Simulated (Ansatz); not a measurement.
# What ZrCdS3 (model cell, started as cubic perovskite with Zr in the octahedra) distorts into

Wanted: the energy along a soft mode of ZrCdS3 (model cell, started as cubic perovskite with Zr in the octahedra) and the structure at the end.

Method: DFT PBEsol, scalar-relativistic, plane waves, PAW; PAW set soft_1, in Ansatz 0.2.0.

The structure was built from a prototype and need not be the compound's stable phase.

## 1. The system as given

Symmetry: Pm-3m, No. 221, cubic system. The conventional cell has a = 4.920 Å, b = 4.920 Å, c = 4.920 Å, α = 90.00°, β = 90.00°, γ = 90.00°. Nearest to Cd lie 12 S at 3.48 Å. Nearest to Zr lie 6 S at 2.46 Å. S has 2 Zr at 2.46 Å nearest. Farther neighbours, and contacts between anions beyond the nearest, are not listed.

Structure file:

```cif
data_structure
_symmetry_space_group_name_H-M 'P 1'
_symmetry_Int_Tables_number 1
_cell_length_a 4.9204
_cell_length_b 4.9204
_cell_length_c 4.9204
_cell_angle_alpha 90.000
_cell_angle_beta 90.000
_cell_angle_gamma 90.000
_cell_volume 119.13
loop_
_atom_site_label
_atom_site_type_symbol
_atom_site_fract_x
_atom_site_fract_y
_atom_site_fract_z
_atom_site_occupancy
Cd1 Cd 0.00000 0.00000 0.00000 1
Zr2 Zr 0.50000 0.50000 0.50000 1
S3 S 0.50000 0.50000 0.00000 1
S4 S 0.50000 0.00000 0.50000 1
S5 S 0.00000 0.50000 0.50000 1
```

## 2. Phonons on a q mesh

Stability and thermal properties need the whole zone. Linear response on a 2×2×2 q mesh gives force constants as far as a supercell of that size would.

Input file input.yaml:

```yaml
crystal:
  lattice:
    - [4.9204475525, 0.0, 0.0]
    - [0.0, 4.9204475525, 0.0]
    - [0.0, 0.0, 4.9204475525]
  atoms:
    - { symbol: Cd, position: [0.0, 0.0, 0.0] }
    - { symbol: Zr, position: [0.5, 0.5, 0.5] }
    - { symbol: S, position: [0.5, 0.5, 0.0] }
    - { symbol: S, position: [0.5, 0.0, 0.5] }
    - { symbol: S, position: [0.0, 0.5, 0.5] }
kpoints:
  mp_grid: { grid: [8, 8, 8] }
hamiltonian:
  xc: pbesol
  pseudopotentials: { kind: paw, azcp: { folder: soft_1 }, xc_functional: pbe }
scf:
  occupations: { method: methfessel_paxton, width: 0.2 }
output:
  eigenvalues: true
phonons:
  method: dfpt
  qmesh: [2, 2, 2]
  temperatures: { t_max: 1000, t_step: 50 }
  qpath:
    path:
      - [[0.0, 0.0, 0.0], [0.0, 0.5, 0.0], [0.5, 0.5, 0.0], [0.0, 0.0, 0.0], [0.5, 0.5, 0.5], [0.0, 0.5, 0.0]]
      - [[0.5, 0.5, 0.5], [0.5, 0.5, 0.0]]
    npoints: 10
```

Run with:

```sh
> ansatz run input.yaml --threads 8 --pin off --max-ram 16384MiB --backend cpu --events-out ev --progress --plain --runs-dir out
```

The program printed:

```text
Engine: ansatz 0.2.0, x86_64-unknown-linux-gnu
Pseudopotentials: kind: paw
Pseudopotential: Cd, paw, valence charge 20, recommended cutoff 420 eV (normal), soft_1/Cd.paw.azcp
Pseudopotential: Zr, paw, valence charge 12, recommended cutoff 420 eV (normal), soft_1/Zr.paw.azcp
Pseudopotential: S, paw, valence charge 6, recommended cutoff 420 eV (normal), soft_1/S.paw.azcp
Functional definition: PBEsol
  exchange = pbesol_x
  correlation = pbesol_c
Crystal: 5 atoms, lattice volume = 119.128 Å³
Basis set: ecut = 420 eV, 2325 PW (Γ), exchange–correlation on 72×72×72 points (8 copies of the dense FFT grid, shifted against one another)
Bands: 30, of which v1, the nominal top of the filled ones, is band 25 counted from 1 (24 counted from 0)
Symmetry: 48 space group operations
k-points: 35 of 512
Non-local potential: Cd, projectors of the file, l = 0: 3, l = 1: 2, l = 2: 2, l = 3: 1
Non-local potential: Zr, projectors of the file, l = 0: 3, l = 1: 2, l = 2: 2, l = 3: 1
Non-local potential: S, projectors of the file, l = 0: 2, l = 1: 2, l = 2: 1
PAW form: soft (Blöchl's): semilocal exchange-correlation on the pseudo side does not see the compensation charge
PAW frozen core: Cd, regenerated for the run's functional, and the local potential with it (the file was generated under x = pbe(κ = 0.804, μ = 0.219515), c = pbe(β = 0.066725))
PAW frozen core: Zr, regenerated for the run's functional, and the local potential with it (the file was generated under x = pbe(κ = 0.804, μ = 0.219515), c = pbe(β = 0.066725))
PAW frozen core: S, regenerated for the run's functional, and the local potential with it (the file was generated under x = pbe(κ = 0.804, μ = 0.219515), c = pbe(β = 0.066725))
PAW one-centre angular grid: Cd, 590 points (default); XC on 64 Gauss nodes
PAW one-centre angular grid: Zr, 590 points (default); XC on 64 Gauss nodes
PAW one-centre angular grid: S, 110 points (default); XC on 64 Gauss nodes
Initial density: superposition of atomic densities (chi_scale 0.1, normalization cell, long waves kept (reshape's long-wave potential 0.00 eV rms))
Initial wavefunctions: pseudopotential atomic-orbital guess
Functional: x = pbesol(κ = 0.804, μ = 0.123457), c = pbesol(β = 0.046)
SCF iter   1: F=—  HF=-14971.455202 eV  |F-HF|=—  |Δ(HF+E_count)|=         —  Δρ=3.98e-2  dr2=4.29e0  ethr=3.10e-3  ⟨swp⟩=6.0  Hψ=4609  notcnv=0
preconditioner: auto → Kerker (q_TF=auto, 2.361 Å⁻¹)  [metal: Δε(μ)=0.001 eV  Ē_g=7.791 eV  σ=0.200 eV  W_gap=0.00  n_scr=26 (ndim 8)  ℏωp=19.8 eV  f_vac=0.000  D(μ)=3.09/eV (n_scr^D=18)]
SCF iter   2: F=—  HF=-14970.829647 eV  |F-HF|=—  |Δ(HF+E_count)|=   6.26e-1  S|Δr|=    0.00e0  Δρ=2.28e-2  dr2=1.77e0  ethr=3.10e-3  ⟨swp⟩=2.0  Hψ=1432  notcnv=0
SCF iter   3: F=—  HF=-14970.410655 eV  |F-HF|=—  |Δ(HF+E_count)|=   4.19e-1  S|Δr|=    0.00e0  Δρ=6.24e-3  dr2=1.64e-1  ethr=3.10e-3  ⟨swp⟩=2.7  Hψ=1705  notcnv=0
SCF iter   4: F=—  HF=-14970.369131 eV  |F-HF|=—  |Δ(HF+E_count)|=   4.15e-2  S|Δr|=    0.00e0  Δρ=2.57e-3  dr2=1.74e-2  ethr=3.28e-4  ⟨swp⟩=2.5  Hψ=2055  notcnv=0
SCF iter   5: F=—  HF=-14970.366077 eV  |F-HF|=—  |Δ(HF+E_count)|=   3.05e-3  S|Δr|=    0.00e0  Δρ=8.83e-4  dr2=8.66e-4  ethr=3.49e-5  ⟨swp⟩=2.0  Hψ=1506  notcnv=0
SCF iter   6: F=—  HF=-14970.366050 eV  |F-HF|=—  |Δ(HF+E_count)|=   2.70e-5  S|Δr|=    0.00e0  Δρ=2.00e-4  dr2=6.83e-5  ethr=1.73e-6  ⟨swp⟩=2.1  Hψ=1981  notcnv=0  defer=1
SCF iter   7: F=—  HF=-14970.366091 eV  |F-HF|=—  |Δ(HF+E_count)|=   4.11e-5  S|Δr|=    0.00e0  Δρ=5.59e-5  dr2=7.90e-6  ethr=1.37e-7  ⟨swp⟩=2.1  Hψ=1311  notcnv=0  defer=1
SCF iter   8: F=—  HF=-14970.366077 eV  |F-HF|=—  |Δ(HF+E_count)|=   1.33e-5  S|Δr|=    0.00e0  Δρ=1.17e-5  dr2=2.74e-7  ethr=1.58e-8  ⟨swp⟩=2.1  Hψ=1567  notcnv=0  defer=1
SCF iter   9: F=—  HF=-14970.366091 eV  |F-HF|=—  |Δ(HF+E_count)|=   1.34e-5  S|Δr|=    0.00e0  Δρ=3.44e-6  dr2=3.00e-8  ethr=5.49e-10  ⟨swp⟩=2.1  Hψ=1465  notcnv=0  defer=1
SCF iter  10: F=—  HF=-14970.366091 eV  |F-HF|=—  |Δ(HF+E_count)|=  7.28e-10  S|Δr|=    0.00e0  Δρ=5.30e-7  dr2=3.66e-10  ethr=6.00e-11  ⟨swp⟩=2.3  Hψ=1637  notcnv=0  defer=1
SCF iter  11: F=-14970.366091 eV  HF=-14970.366091 eV  |F-HF|=1.46e-11  |Δ(HF+E_count)|=  2.46e-10  S|Δr|=    0.00e0  Δρ=9.46e-8  dr2=7.45e-12  ethr=1.00e-12  ⟨swp⟩=6.7  Hψ=6217  notcnv=0
SCF 1 converged in 11 iterations: F = -14970.366091 eV  dr2 = 7.45e-12
  greatest PAW one-centre occupation: 1.000 electrons in one spin orbital (limit 2), on the Cd atom at site 0 (counted from 0), in its partial waves of l = 0
Initial density: read from a saved state, or passed on in memory by an earlier SCF of this step, an earlier step, the calling program or the single point that the run made first
iter 1 solved again at ethr=1.25e-6 eV; its pass at ethr=3.10e-3 eV (dr2=6.26e-4 eV) is discarded
SCF iter   1: F=—  HF=-14970.366089 eV  |F-HF|=—  |Δ(HF+E_count)|=         —  Δρ=2.04e-6  dr2=2.20e-9  ethr=1.25e-6  ⟨swp⟩=3.3  Hψ=7267  notcnv=0
eigensolver tolerance schedule: the retry pair's looser diagonalisation over-reported the residual by 285096.25 of it (diagonalisation noise at an unbounded share of the residual, at the tolerance the schedule requests for it); recorded, not acted on — ethr = c·dr2/N_el stays at c = 1.0e-1
preconditioner: auto → Kerker (q_TF=auto, 2.361 Å⁻¹)  [metal: Δε(μ)=0.036 eV  Ē_g=8.244 eV  σ=0.200 eV  W_gap=0.15  n_scr=26 (ndim 8)  ℏωp=19.8 eV  f_vac=0.003  D(μ)=3.61/eV (n_scr^D=26)]
SCF iter   2: F=—  HF=-14970.366091 eV  |F-HF|=—  |Δ(HF+E_count)|=   1.36e-6  S|Δr|=    0.00e0  Δρ=9.80e-7  dr2=5.56e-10  ethr=4.39e-12  ⟨swp⟩=5.1  Hψ=3562  notcnv=0
SCF iter   3: F=—  HF=-14970.366091 eV  |F-HF|=—  |Δ(HF+E_count)|=  6.00e-11  S|Δr|=    0.00e0  Δρ=6.64e-7  dr2=2.28e-10  ethr=1.11e-12  ⟨swp⟩=1.5  Hψ=1078  notcnv=0
SCF iter   4: F=—  HF=-14970.366091 eV  |F-HF|=—  |Δ(HF+E_count)|=  1.64e-11  S|Δr|=    0.00e0  Δρ=4.18e-7  dr2=9.06e-11  ethr=1.00e-12  ⟨swp⟩=1.0  Hψ=1050  notcnv=0
SCF iter   5: F=—  HF=-14970.366091 eV  |F-HF|=—  |Δ(HF+E_count)|=  1.82e-12  S|Δr|=    0.00e0  Δρ=2.67e-7  dr2=3.94e-11  ethr=1.00e-12  ⟨swp⟩=1.0  Hψ=1050  notcnv=0
SCF iter   6: F=—  HF=-14970.366091 eV  |F-HF|=—  |Δ(HF+E_count)|=  1.82e-12  S|Δr|=    0.00e0  Δρ=1.96e-7  dr2=2.12e-11  ethr=1.00e-12  ⟨swp⟩=1.0  Hψ=1050  notcnv=0
SCF iter   7: F=-14970.366091 eV  HF=-14970.366091 eV  |F-HF|=3.64e-12  |Δ(HF+E_count)|=    0.00e0  S|Δr|=    0.00e0  Δρ=1.28e-7  dr2=9.03e-12  ethr=1.00e-12  ⟨swp⟩=1.7  Hψ=2349  notcnv=0
SCF 2 converged in 7 iterations: F = -14970.366091 eV  dr2 = 9.03e-12
phonons: the bands overlap, so this run is a metal and interpolates without the dipole-dipole term. If the crystal is really an insulator or semiconductor, its LO-TO splitting is missing
NSCF: frozen V_eff on 35 k-points
WARN: eigensolver did not converge (k=33): 1 band(s) unlocked after 2 eigensolves, warm-restarted (20 sweeps on the last) at ethr=1.77e-12 eV (storage-precision floor; scheduled 1.00e-12 eV) (lowest unlocked band 29, counted from 0; max residual 3.07e-2 eV among the unlocked bands, 3.07e-2 eV over every band; other slots of this pass that fall short are told together in one closing line; warning suppressed until the next SCF loop or pass starts)
NSCF: frozen V_eff on 125 k-points
DFPT response loops at q = (0, 0, 0) (fractional): preconditioner auto → Kerker (q_TF=auto, 2.361 Å⁻¹) (partly filled bands, converged f_vac=0.003); β = 1.00, the filter's whole step (`scf.mixing.beta` (0.50) is not read by the response loops under this deck's `scf.mixing.preconditioner`; to damp them name `kerker` or `kerker_dos`, under which they read `scf.mixing.beta`, and type it under 1.00, their step now; both keys bind the ground state too); Broyden in place of MSR1
NSCF: frozen V_eff on 250 k-points
DFPT response loops at q = (0, 0, -0.5) (fractional): mixed as the last ones told, above
NSCF: frozen V_eff on 250 k-points
DFPT response loops at q = (0, -0.5, -0.5) (fractional): mixed as the last ones told, above
NSCF: frozen V_eff on 250 k-points
DFPT response loops at q = (-0.5, -0.5, -0.5) (fractional): mixed as the last ones told, above
SCF converged after 11 iterations
Stability not checked: this state was not tested for a lower state beside it, because cold or Methfessel-Paxton smearing, or corrected tetrahedra, fill the levels in a way that the test cannot read (fill_not_monotonic; see scf.lower_state_search)
Free energy (F): -14970.366091 eV
Harris-Foulkes:  -14970.366091 eV  (|F-HF|=1.46e-11)
Internal energy: -14970.356736 eV  (E = F + TS)
E sigma→0 (E₀):  -14970.363752 eV
Entropy (-TS):   -0.009355 eV (-1.871 meV/atom)
Fermi energy:    7.115321 eV
--- Per-component energies (eV) ---
  E_band       = -680.112942
  E_kinetic    = 1072.169273
  E_local      = -5109.758526  (includes V_loc(G=0)·N_el)
  E_nonlocal   = 303.449030
  E_hartree    = 2180.594824
  E_xc         = -570.622035
  E_vxc        = -622.245119  (∫ρ·V_xc dr)
  E_paw        = -8718.291828  (= ΣΔE_a)
  E_vpaw       = -684.917494  (= ΣTr[D̂ρ^β])
  E_aug_tail   = 0.000266  (compensation charges beyond the density's cutoff)
  E_ewald      = -4128.591268
  E_core_change = 0.693530  (= ΣΔE_core)
  E_smearing   = -0.009355  (= −TS)
  E_closure    = -0.000000  (closes the sum)
  Σ components = -14970.366091   (vs F -14970.366091, Δ=0.00e0)
--- Band table (eV; the first three rows and the last of 35) ---
  k-point 0: bands = [... 21 lower, 6.1008, 6.1008, 6.7086, 6.7086, 6.7086, 7.8622, 7.8622, 7.8622, ... 1 higher]
  k-point 1: bands = [... 21 lower, 5.8765, 6.0477, 6.6030, 6.6030, 6.6730, 7.8692, 8.3346, 8.3346, ... 1 higher]
  k-point 2: bands = [... 21 lower, 5.3966, 5.9262, 6.5796, 6.5796, 7.2472, 7.8863, 9.2105, 9.2105, ... 1 higher]
  k-point 34: bands = [... 21 lower, 3.2528, 5.6842, 7.3617, 7.3617, 7.3617, 10.7764, 10.7764, 10.7764, ... 1 higher]
--- Phonons (Γ-DFPT): 4 representative perturbations + reference (Σ response iterations 12) ---
  ASR residual: 5.530e-5 → 0.000e0 eV/Å²; symmetrization residual: 1.810e-5 eV/Å²
  ASR residual per site (eV/Å²): 4.00e-5 3.02e-5 5.53e-5 5.53e-5 5.53e-5
  Γ frequencies (cm⁻¹): -135.65 -135.65 -135.65 -118.82 -118.82 -118.82 -57.26 -57.26 -57.26 0.00 0.00 0.00 356.74 356.74 356.74
--- Phonons (arbitrary-q DFPT): 4 irreducible q on the 2×2×2 mesh ---
  q = [0.0000, 0.0000, 0.0000] (star 1, of the zone-centre solve; hermiticity 2.93e-6, symmetrization 2.03e-12): -135.65 -135.65 -135.65 -118.82 -118.82 -118.82 -57.26 -57.26 -57.26 -0.00 0.00 0.00 356.74 356.74 356.74
  q = [0.0000, 0.0000, -0.5000] (star 3, 9 solved perturbations in 975 linear systems a pass and spin channel, the states on 125 of 512 k-point pairs; hermiticity 8.91e-7, symmetrization 2.20e-12): -129.29 -118.02 -118.02 -71.32 -71.32 -53.69 -50.76 -50.76 -31.80 51.06 51.06 199.92 361.37 361.37 414.85
  q = [0.0000, -0.5000, -0.5000] (star 3, 9 solved perturbations in 975 linear systems a pass and spin channel, the states on 125 of 512 k-point pairs; hermiticity 1.11e-6, symmetrization 1.89e-13): -183.56 -97.42 -97.42 -64.52 -60.91 -3.61 -3.61 58.77 58.77 124.78 193.99 193.99 364.18 367.39 446.30
  q = [-0.5000, -0.5000, -0.5000] (star 1, 4 solved perturbations in 350 linear systems a pass and spin channel, the states on 125 of 512 k-point pairs; hermiticity 5.56e-8, symmetrization 2.59e-13): -180.15 -180.15 -180.15 -64.90 -64.90 -64.90 149.35 149.35 149.35 185.17 185.17 185.17 361.88 361.88 466.85
  sum rule: each row above includes the acoustic sum rule's correction from the zone centre's row sums; it moved no ω² by more than (0.68 cm⁻¹)²
  mesh force constants: q→R imaginary residual 2.89e-18; ASR residual 5.530e-5 → 0.000e0 eV/Å²; symmetrization residual 1.776e-14 eV/Å²
  interpolated dispersion: 62 rows × 15 modes
  density of states and harmonic sums: on the 14×14×14 q-mesh, interpolated from the force constants of a 2×2×2 supercell (no non-analytic term)
  largest difference from the sums on the solved wave vectors: F 2.18e-1 eV, S 3.16e-4 and C_V 9.86e-5 eV/K
  zero-point energy: 0.105719 eV/cell   skipped modes (ω ≤ 0): 875, of them read as no rigid motion or as one in doubt: 872 (7.105e0 modes/cell left out, lowest -183.56 cm⁻¹)   left out of the sums: 4.74e-1 of the cell's modes: C_V's classical limit lies that fraction below 3 k_B per atom; for a crystal, a wire or a layer, F and S can be off by more, and a phonons.interpolated_qmesh denser along its periods is the remedy for the sampling
```

Wall time 1.7 min (8 threads of AMD EPYC 7B13 (Zen 3), shared host); peak memory 1.5 GiB.

This step gave:

```
volume per atom                                         : 23.83 Å³
gap on the k-mesh                                       : 0 eV
sum-rule residual before enforcement                    : 5.53e-5 eV/Å²
lowest frequency on the path                            : -183.6 cm⁻¹
point group                                             : m-3m
highest frequency on path, mesh or solved points        : 466.9 cm⁻¹
highest optical mode at the zone centre (no LO-TO term) : 356.7 cm⁻¹
lowest optical zone-centre mode                         : -135.7 cm⁻¹
lowest mode on the q mesh (acoustic modes at Γ apart)   : -183.6 cm⁻¹
```

Frequencies (cm⁻¹) solved at each irreducible wavevector; negative means imaginary. Frequencies by wavevector, by row:

```
q in reciprocal lattice units  star  mode 1  mode 2  mode 3  mode 4  mode 13  mode 14  mode 15
                        0 0 0     1  -135.7  -135.7  -135.7  -118.8    356.7    356.7    356.7
                     0 0 -0.5     3  -129.3    -118    -118   -71.3    361.4    361.4    414.9
                  0 -0.5 -0.5     3  -183.6   -97.4   -97.4   -64.5    364.2    367.4    446.3
               -0.5 -0.5 -0.5     1  -180.2  -180.2  -180.2   -64.9    361.9    361.9    466.9
```

Interpolated from a 2×2×2 q mesh. The phonon branches at the labelled points (cm⁻¹):

| point | branch 1 | branch 2 | branch 3 | branch 4 | branch 12 | branch 13 | branch 14 | branch 15 |
| --- | --- | --- | --- | --- | --- | --- | --- | --- |
| Γ | -136 | -136 | -136 | -119 | 0 | 357 | 357 | 357 |
| halfway | -132 | -124 | -124 | -96 | 138 | 359 | 359 | 385 |
| X | -129 | -118 | -118 | -71 | 200 | 361 | 361 | 415 |
| halfway | -158 | -103 | -98 | -77 | 197 | 364 | 365 | 428 |
| M | -184 | -97 | -97 | -64 | 194 | 364 | 367 | 446 |
| halfway | -147 | -107 | -106 | -88 | 138 | 362 | 364 | 404 |
| Γ | -136 | -136 | -136 | -119 | 0 | 357 | 357 | 357 |
| halfway | -149 | -134 | -134 | -72 | 138 | 365 | 365 | 420 |
| R | -180 | -180 | -180 | -65 | 185 | 362 | 362 | 467 |
| halfway | -160 | -146 | -136 | -70 | 194 | 365 | 366 | 440 |
| X | -129 | -118 | -118 | -71 | 200 | 361 | 361 | 415 |
| jump to R | -180 | -180 | -180 | -65 | 185 | 362 | 362 | 467 |
| halfway | -182 | -150 | -150 | -66 | 190 | 363 | 366 | 455 |
| M | -184 | -97 | -97 | -64 | 194 | 364 | 367 | 446 |

Symmetry leaves 4 wavevectors to solve. The lowest mode among them, the acoustic zeros apart, lies at q = (0, -0.5, -0.5) and is imaginary, 183.6i cm⁻¹, so the energy falls along it.

## 3. The mode frozen in, largest atomic shift 0 Å

The mode followed lies at q = (0, -0.5, -0.5) with frequency 183.6i cm⁻¹, the softest among the wavevectors solved. At small amplitude the pattern taken leaves space group no. 127 by a symmetry search on the positions. The undistorted cell that holds it gives the zero of energy on the same k mesh.

System of this step: ZrCdS3 (model cell, started as cubic perovskite with Zr in the octahedra). It takes space group Pm-3m (No. 221, cubic). Conventional cell: a = 4.920 Å, b = 4.920 Å, c = 4.920 Å, α = 90.00°, β = 90.00°, γ = 90.00°. Nearest to Cd lie 12 S at 3.48 Å. Nearest to Zr lie 6 S at 2.46 Å. Nearest to S lie 2 Zr at 2.46 Å. S has 2 Zr at 2.46 Å nearest. Farther neighbours, and contacts between anions beyond the nearest, are not listed.

Input file input.yaml:

```yaml
crystal:
  lattice:
    - [-4.9204475525, 0.0, 0.0]
    - [0.0, -4.9204475525, -4.9204475525]
    - [0.0, -4.9204475525, 4.9204475525]
  atoms:
    - { symbol: Cd, position: [0.0, 0.5, 0.5] }
    - { symbol: Cd, position: [0.0, 0.0, 0.0] }
    - { symbol: Zr, position: [0.5, 0.0, 0.5] }
    - { symbol: Zr, position: [0.5, 0.5, 0.0] }
    - { symbol: S, position: [0.5, 0.25, 0.25] }
    - { symbol: S, position: [0.5, 0.75, 0.75] }
    - { symbol: S, position: [0.5, 0.75, 0.25] }
    - { symbol: S, position: [0.5, 0.25, 0.75] }
    - { symbol: S, position: [1.0, 0.0, 0.5] }
    - { symbol: S, position: [1.0, 0.5, 0.0] }
kpoints:
  mp_grid: { grid: [8, 6, 6] }
hamiltonian:
  xc: pbesol
  pseudopotentials: { kind: paw, azcp: { folder: soft_1 }, xc_functional: pbe }
scf:
  occupations: { method: methfessel_paxton, width: 0.2 }
output:
  forces: true
  stress: true
  eigenvalues: true
```

The program printed:

```text
[...]
Crystal: 10 atoms, lattice volume = 238.256 Å³
Basis set: ecut = 420 eV, 4685 PW (Γ), exchange–correlation on 72×96×96 points (8 copies of the dense FFT grid, shifted against one another)
Bands: 60, of which v1, the nominal top of the filled ones, is band 50 counted from 1 (49 counted from 0)
Symmetry: 32 space group operations
[...]
k-points: 50 of 288
[...]
k-point 0: bands = [... 46 lower, 6.1002, 6.7071, 6.7075, 6.7075, 7.3683, 7.3992, 7.8621, 7.8621, ... 6 higher]
  k-point 1: bands = [... 46 lower, 6.1200, 6.4841, 6.5417, 6.6907, 7.2208, 7.4937, 8.0923, 8.1081, ... 6 higher]
  k-point 2: bands = [... 46 lower, 5.9541, 6.2309, 6.2981, 6.8787, 7.0866, 7.6427, 8.5896, 8.6557, ... 6 higher]
  k-point 49: bands = [... 46 lower, 5.3130, 5.3130, 7.3662, 7.3662, 7.3988, 7.3988, 10.4467, 10.4467, ... 6 higher]
[key lines of the parts left out:]
SCF converged after 9 iterations
Free energy (F): -29940.731214 eV
Fermi energy:    7.096416 eV
P = ⅓ Tr σ = -0.0064 GPa (-0.064 kbar)
```

Elapsed: 4.3 s, on 8 threads; peak memory 1.2 GiB; 31 s of CPU time.

Numbers from this step:

| Property | Result |
| --- | --- |
| pressure | -0.006351 GPa |
| energy from the undistorted cell | 0 meV/atom |

The run ends at a pressure of -0.01 GPa.

(Part 1 of 3 ends here.)

[Long decimals in the printed logs are rounded to 6 places.]

[Logs are printed without paths, hosts, clocks, repeated set-up lines and the standing remarks that a program may print on its own settings, such as how far it seeks lower states.]

[Hosts, paths, dates, database ids (printed as entryN), source tags and the programs' standing remarks are cut or masked in the printed files.]

[Where the starting crystal was built by hand or by swapping elements, it need not be the compound's stable phase.]
